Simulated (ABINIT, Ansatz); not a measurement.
## Lattice dynamics of Zr (Zirconium) in two programs

Aim: the phonon dispersion of Zr (Zirconium), checked by a second program.

Main program and level: ABINIT 10.8.3; DFT PBEsol, scalar-relativistic, plane waves, PseudoDojo norm-conserving pseudopotentials.

## (1) The starting structure

The structure is hexagonal, space group P6_3/mmc (No. 194). The conventional cell has a = 3.232 Å, b = 3.232 Å, c = 5.147 Å, α = 90.00°, β = 90.00°, γ = 120.00°. Zr has 12 Zr at 3.18 to 3.23 Å nearest.

## (2) A first look

A first run with smearing and empty bands tells whether the crystal has a gap, which decides between fixed occupations and smearing later on.

File probe.abi:

```
# ground state
tolvrs 1.0d-08
prtden 1
prtwf 1

# basis, mesh and filling
ecut 29.0
ngkpt 6 6 4
nshiftk 1
shiftk 0.0 0.0 0.0
istwfk *1
occopt 7
tsmear 0.005
nband 19
nstep 100
diemac 9.0
prtebands 0
prtgsr 0

# cell and atoms
acell 6.107594835 6.107594835 9.726420363
rprim 
    1.0 0.0 0.0
    -0.5 0.8660254038 0.0
    0.0 0.0 1.0
ntypat 1
znucl 40
natom 2
typat 1 1
xred 
    1/3 2/3 0.25
    2/3 1/3 0.75
pp_dirpath "./pseudo"
pseudos "Zr.upf"
```

Launch:

```
OMP_NUM_THREADS=1 mpirun -n 16 abinit probe.abi > probe.log
```

Numbers of over 12 decimals in the logs are rounded to 6 here.

probe.abo, the main output file:

```text
[banners, grids, parts of the stress and lines that vanish by symmetry left out]
- input  file    -> probe.abi
- output file    -> probe.abo
- root for input  files -> probei
[...]
Symmetries : space group P6_3/m m c (#194); Bravais hP (primitive hexag.)
[...]
mpw =        2388          nfft =       43200          nkpt =          21
[...]
== DATASET  1 ==================================================================
[...]
-    --> not optimal distribution: autoparal keyword recommended in input file <--
[...]
cutoff_energies: {ecut:  29.0, pawecutdg:  -1.0, }
[...]
ETOT  1  -101.14494287308    -1.011E+02 1.009E-01 1.895E+01
 ETOT  2  -101.19240380850    -4.746E-02 1.699E-02 1.657E+00
 ETOT  3  -101.19291539104    -5.116E-04 2.334E-03 1.367E-03
 ETOT  4  -101.19291606389    -6.728E-07 1.413E-03 2.150E-05
 ETOT  5  -101.19291607144    -7.552E-09 5.437E-04 4.627E-07
 ETOT  6  -101.19291607166    -2.237E-10 7.918E-04 1.134E-08
 ETOT  7  -101.19291607167    -9.067E-12 2.236E-04 2.861E-10
 At SCF step    7       vres2   =  2.86E-10 < tolvrs=  1.00E-08 =>converged.
[...]
sigma(1 1)=  1.41508984E-04  sigma(3 2)=  0.00000000E+00
  sigma(2 2)=  1.41508984E-04  sigma(3 1)=  0.00000000E+00
  sigma(3 3)=  1.13833782E-04  sigma(2 1)=  0.00000000E+00
[...]
convergence: {deltae: -9.067E-12, res2:  2.861E-10, residm:  2.236E-04, diffor: null, }
etotal    :  -1.01192916E+02
[...]
sigma(1 1)=  1.41508984E-04  sigma(3 2)=  0.00000000E+00
  sigma(2 2)=  1.41508984E-04  sigma(3 1)=  0.00000000E+00
  sigma(3 3)=  1.13833782E-04  sigma(2 1)=  0.00000000E+00
[...]
- sigma(1 1)=  4.16333806E+00  sigma(3 2)=  0.00000000E+00
- sigma(2 2)=  4.16333805E+00  sigma(3 1)=  0.00000000E+00
- sigma(3 3)=  3.34910550E+00  sigma(2 1)=  0.00000000E+00
[...]
fcart     -4.4086834440E-29  2.5453545731E-29 -0.0000000000E+00
           strten      1.4150898439E-04  1.4150898406E-04  1.1383378227E-04
================================================================================

[key lines of the parts left out:]
pressure_GPa:  -3.8919E+00
```

Elapsed: 3.4 s, on 16 MPI ranks of Arm Neoverse V2, shared host; 52 s of CPU time.

Numbers from this step:

| Item | Value |
| --- | --- |
| volume per atom | 23.28 Å³ |
| pressure | -3.892 GPa |
| gap on the k-mesh | 0 eV |

No gap opens on this mesh, so smearing is kept; the printed pressure holds the stress of the finite basis too.

## (3) Relaxation

The harmonic expansion needs vanishing forces, and a free crystal bears no stress, so cell and atoms are brought to rest. Stress is more sensitive to the basis than forces are: the last 3 Ha under the cutoff are smoothed with ecutsm, and the cutoff is raised above that of the later runs.

File relax.abi:

```
# relaxation
ionmov 2
optcell 2
dilatmx 1.08
ntime 40
tolmxf 1.0d-05
tolvrs 1.0d-14
prtwf 0
prtden 0
chksymtnons 0

# basis, mesh and filling
ecut 36.0
ecutsm 3.0
ngkpt 12 12 6
nshiftk 1
shiftk 0.0 0.0 0.0
istwfk *1
occopt 7
tsmear 0.01
nband 19
nstep 100
diemac 1000000.0
prtebands 0
prtgsr 0

# cell and atoms
acell 6.107594835 6.107594835 9.726420363
rprim 
    1.0 0.0 0.0
    -0.5 0.8660254038 0.0
    0.0 0.0 1.0
ntypat 1
znucl 40
natom 2
typat 1 1
xred 
    1/3 2/3 0.25
    2/3 1/3 0.75
pp_dirpath "./pseudo"
pseudos "Zr.upf"
```

Launch:

```
OMP_NUM_THREADS=1 mpirun -n 16 abinit relax.abi > relax.log
```

relax.abo, the main output file:

```text
[banners, grids, parts of the stress and lines that vanish by symmetry left out]
- input  file    -> relax.abi
- output file    -> relax.abo
- root for input  files -> relaxi
[...]
Symmetries : space group P6_3/m m c (#194); Bravais hP (primitive hexag.)
[...]
mpw =        4128          nfft =       77760          nkpt =          76
[...]
== DATASET  1 ==================================================================
[...]
cutoff_energies: {ecut:  36.0, pawecutdg:  -1.0, }
[...]
ETOT  1  -101.13800013540    -1.011E+02 1.513E-01 3.184E+01
 ETOT  2  -101.19432164307    -5.632E-02 4.978E-02 1.202E+00
 ETOT  3  -101.19454019342    -2.186E-04 3.085E-03 7.199E-03
 ETOT  4  -101.19454124424    -1.051E-06 2.671E-03 3.975E-05
 ETOT  5  -101.19454125170    -7.460E-09 7.802E-04 5.635E-07
[...]
At SCF step   10       vres2   =  2.47E-15 < tolvrs=  1.00E-14 =>converged.
[...]
sigma(1 1)=  1.12569436E-04  sigma(3 2)=  0.00000000E+00
  sigma(2 2)=  1.12569436E-04  sigma(3 1)=  0.00000000E+00
  sigma(3 3)=  9.31802734E-05  sigma(2 1)=  0.00000000E+00
[...]
convergence: {deltae:  1.037E-12, res2:  2.468E-15, residm:  1.019E-03, diffor: null, }
etotal    :  -1.01194541E+02
[...]
ETOT  1  -101.19437738620    -1.012E+02 5.763E-01 3.046E+00
[...]
At SCF step    9       vres2   =  1.99E-16 < tolvrs=  1.00E-14 =>converged.
[...]
sigma(1 1)=  8.37387655E-05  sigma(3 2)=  0.00000000E+00
  sigma(2 2)=  8.37387652E-05  sigma(3 1)=  0.00000000E+00
  sigma(3 3)=  6.33319547E-05  sigma(2 1)=  0.00000000E+00
[...]
convergence: {deltae: -7.105E-14, res2:  1.991E-16, residm:  1.040E-03, diffor: null, }
etotal    :  -1.01194818E+02
[...]
ETOT  1  -101.19228029204    -1.012E+02 2.144E+03 1.978E+01
[...]
At SCF step    9       vres2   =  9.60E-16 < tolvrs=  1.00E-14 =>converged.
[...]
sigma(1 1)=  4.21260569E-06  sigma(3 2)=  0.00000000E+00
  sigma(2 2)=  4.21260534E-06  sigma(3 1)=  0.00000000E+00
  sigma(3 3)= -1.74980933E-05  sigma(2 1)=  0.00000000E+00
[...]
convergence: {deltae: -8.811E-13, res2:  9.600E-16, residm:  3.829E-02, diffor: null, }
etotal    :  -1.01195114E+02
[...]
ETOT  1  -101.19511478454    -1.012E+02 1.741E-04 1.575E-02
[...]
At SCF step    7       vres2   =  9.66E-15 < tolvrs=  1.00E-14 =>converged.
[...]
sigma(1 1)=  5.43388490E-06  sigma(3 2)=  0.00000000E+00
  sigma(2 2)=  5.43388455E-06  sigma(3 1)=  0.00000000E+00
  sigma(3 3)= -1.42280853E-05  sigma(2 1)=  0.00000000E+00
[...]
convergence: {deltae: -6.395E-13, res2:  9.663E-15, residm:  1.239E-04, diffor: null, }
etotal    :  -1.01195117E+02
[...]
ETOT  1  -101.19505082633    -1.012E+02 1.668E-01 4.169E-01
[...]
At SCF step    9       vres2   =  1.18E-16 < tolvrs=  1.00E-14 =>converged.
[...]
sigma(1 1)=  5.19393865E-06  sigma(3 2)=  0.00000000E+00
  sigma(2 2)=  5.19393830E-06  sigma(3 1)=  0.00000000E+00
[...]
convergence: {deltae: -2.984E-13, res2:  1.183E-16, residm:  3.242E-02, diffor: null, }
etotal    :  -1.01195128E+02
[...]
ETOT  1  -101.19512094129    -1.012E+02 2.199E-04 4.965E-02
[...]
At SCF step    8       vres2   =  1.35E-16 < tolvrs=  1.00E-14 =>converged.
[...]
convergence: {deltae:  7.532E-13, res2:  1.353E-16, residm:  3.075E-07, diffor: null, }
etotal    :  -1.01195130E+02
[...]
ETOT  1  -101.19512877798    -1.012E+02 2.507E-07 7.798E-03
[...]
At SCF step    8       vres2   =  3.39E-17 < tolvrs=  1.00E-14 =>converged.
[...]
sigma(2 2)=  1.38764937E-07  sigma(3 1)=  0.00000000E+00
  sigma(3 3)=  2.46295823E-07  sigma(2 1)=  0.00000000E+00
[...]
convergence: {deltae:  1.791E-12, res2:  3.393E-17, residm:  1.844E-07, diffor: null, }
etotal    :  -1.01195130E+02
[...]
ETOT  1  -101.19512994116    -1.012E+02 1.780E-07 8.605E-05
[...]
ETOT  6  -101.19512995389     1.705E-13 1.423E-07 1.941E-14
 ETOT  7  -101.19512995389    -2.132E-13 1.331E-07 1.164E-16
 At SCF step    7       vres2   =  1.16E-16 < tolvrs=  1.00E-14 =>converged.
[...]
sigma(1 1)=  2.72423331E-09  sigma(3 2)=  0.00000000E+00
  sigma(2 2)=  2.72388013E-09  sigma(3 1)=  0.00000000E+00
  sigma(3 3)=  2.05260001E-08  sigma(2 1)=  0.00000000E+00
[...]
convergence: {deltae: -2.132E-13, res2:  1.164E-16, residm:  1.331E-07, diffor: null, }
etotal    :  -1.01195130E+02
[...]
At Broyd/MD step   8, gradients are converged :
[...]
sigma(1 1)=  2.72423331E-09  sigma(3 2)=  0.00000000E+00
  sigma(2 2)=  2.72388013E-09  sigma(3 1)=  0.00000000E+00
  sigma(3 3)=  2.05260001E-08  sigma(2 1)=  0.00000000E+00
[...]
- sigma(1 1)=  8.01497110E-05  sigma(3 2)=  0.00000000E+00
- sigma(2 2)=  8.01393202E-05  sigma(3 1)=  0.00000000E+00
- sigma(3 3)=  6.03895772E-04  sigma(2 1)=  0.00000000E+00
[...]
fcart     -6.7100823559E-29  6.4567797574E-29 -0.0000000000E+00
           strten      2.7242333060E-09  2.7238801284E-09  2.0526000075E-08
================================================================================

[key lines of the parts left out:]
pressure_GPa:  -2.5473E-04
Total energy (etotal) [Ha]= -1.01195129953886E+02
```

Run time: 71 s. Hardware: 16 MPI ranks.

Step by step:

```
step  energy less that of the first step (eV)  largest force (eV/Å)  volume (Å³)
   1                                   0.0000                0.0000        46.56
   2                                  -0.0075                0.0000        46.12
   3                                  -0.0156                0.0000        44.99
   4                                  -0.0157                0.0000        45.01
   5                                  -0.0160                0.0000        45.06
   6                                  -0.0160                0.0000        45.03
   7                                  -0.0160                0.0000        45.01
   8                                  -0.0160                0.0000        45.01
```

```csv
"conventional cell, symmetrised",before,after,change
a (Å),3.232,3.185,-1.4 %
b (Å),3.232,3.185,-1.4 %
c (Å),5.147,5.122,-0.5 %
volume (Å³/atom),23.28,22.50,-3.3 %
```

Final coordinates:

```xyz
2
Lattice="3.1853 0.0000 0.0000 -1.5926 2.7585 0.0000 0.0000 0.0000 5.1223" Properties=species:S:1:pos:R:3 pbc="T T T"
Zr    0.0000    1.8390    1.2806
Zr    1.5926    0.9195    3.8418
```

Numbers from this step:

```yaml
volume_per_atom: 22.50 Å³
pressure: -2.55e-4 GPa
```

The volume changes by -3.3 % in this run and stands -3.3 % from the first cell.

## (4) Self-consistent run for the response

First-order wavefunctions inherit every error of the ground state, hence the very tight tolvrs. Smearing stays on, as the first look found no gap above 0.3 eV.

File gs.abi:

```
# ground state
tolvrs 1.0d-16
prtden 1
prtwf 1

# basis, mesh and filling
ecut 29.0
ngkpt 12 12 6
nshiftk 1
shiftk 0.0 0.0 0.0
istwfk *1
occopt 7
tsmear 0.01
nband 19
nstep 100
diemac 1000000.0
prtebands 0
prtgsr 0

# cell and atoms
acell 6.019252254 6.019252254 9.679831407
rprim 
    1.0 0.0 0.0
    -0.5 0.8660254038 0.0
    0.0 0.0 1.0
ntypat 1
znucl 40
natom 2
typat 1 1
xred 
    1/3 2/3 0.25
    2/3 1/3 0.75
pp_dirpath "./pseudo"
pseudos "Zr.upf"
```

Launch:

```
OMP_NUM_THREADS=1 mpirun -n 16 abinit gs.abi > gs.log
```

gs.abo, the main output file:

```text
[banners, grids, parts of the stress and lines that vanish by symmetry left out]
- input  file    -> gs.abi
- output file    -> gs.abo
- root for input  files -> gsi
[...]
Symmetries : space group P6_3/m m c (#194); Bravais hP (primitive hexag.)
[...]
mpw =        2297          nfft =       43200          nkpt =          76
[...]
== DATASET  1 ==================================================================
[...]
cutoff_energies: {ecut:  29.0, pawecutdg:  -1.0, }
[...]
ETOT  1  -101.14652973830    -1.011E+02 1.430E-01 1.862E+01
 ETOT  2  -101.19443985714    -4.791E-02 1.883E-02 1.060E+00
 ETOT  3  -101.19476679295    -3.269E-04 2.253E-03 8.800E-04
 ETOT  4  -101.19476717101    -3.781E-07 2.100E-03 2.111E-05
 ETOT  5  -101.19476717685    -5.836E-09 7.087E-04 3.178E-07
[...]
ETOT 10  -101.19476717697     1.180E-12 6.524E-04 2.574E-16
 ETOT 11  -101.19476717697    -1.421E-12 3.271E-04 5.408E-18
 At SCF step   11       vres2   =  5.41E-18 < tolvrs=  1.00E-16 =>converged.
[...]
sigma(1 1)=  1.61181681E-05  sigma(3 2)=  0.00000000E+00
  sigma(2 2)=  1.61181677E-05  sigma(3 1)=  0.00000000E+00
  sigma(3 3)=  1.60870315E-05  sigma(2 1)=  0.00000000E+00
[...]
convergence: {deltae: -1.421E-12, res2:  5.408E-18, residm:  3.271E-04, diffor: null, }
etotal    :  -1.01194767E+02
[...]
sigma(1 1)=  1.61181681E-05  sigma(3 2)=  0.00000000E+00
  sigma(2 2)=  1.61181677E-05  sigma(3 1)=  0.00000000E+00
  sigma(3 3)=  1.60870315E-05  sigma(2 1)=  0.00000000E+00
[...]
- sigma(1 1)=  4.74212877E-01  sigma(3 2)=  0.00000000E+00
- sigma(2 2)=  4.74212867E-01  sigma(3 1)=  0.00000000E+00
- sigma(3 3)=  4.73296808E-01  sigma(2 1)=  0.00000000E+00
[...]
fcart     -8.9467764750E-29 -1.0330847612E-28 -0.0000000000E+00
           strten      1.6118168085E-05  1.6118167732E-05  1.6087031512E-05
================================================================================

[key lines of the parts left out:]
pressure_GPa:  -4.7391E-01
```

Elapsed: 7.7 s, on 16 MPI ranks; 2 min of CPU time.

This step gave:

```yaml
pressure: -0.4739 GPa
```

The cell stands at -0.47 GPa: the relaxation ran with a smoothed and higher cutoff, and the difference is a stress of the finite basis.

[end of part 1 of 4]

[Host names and launcher messages were left out of these logs when they were recorded.]

[Logs are printed without paths, hosts, clocks, repeated set-up lines and the standing remarks that a program may print on its own settings, such as how far it seeks lower states.]

[Hosts, paths, dates, database ids (printed as entryN), source tags and the programs' standing remarks are cut or masked in the printed files.]
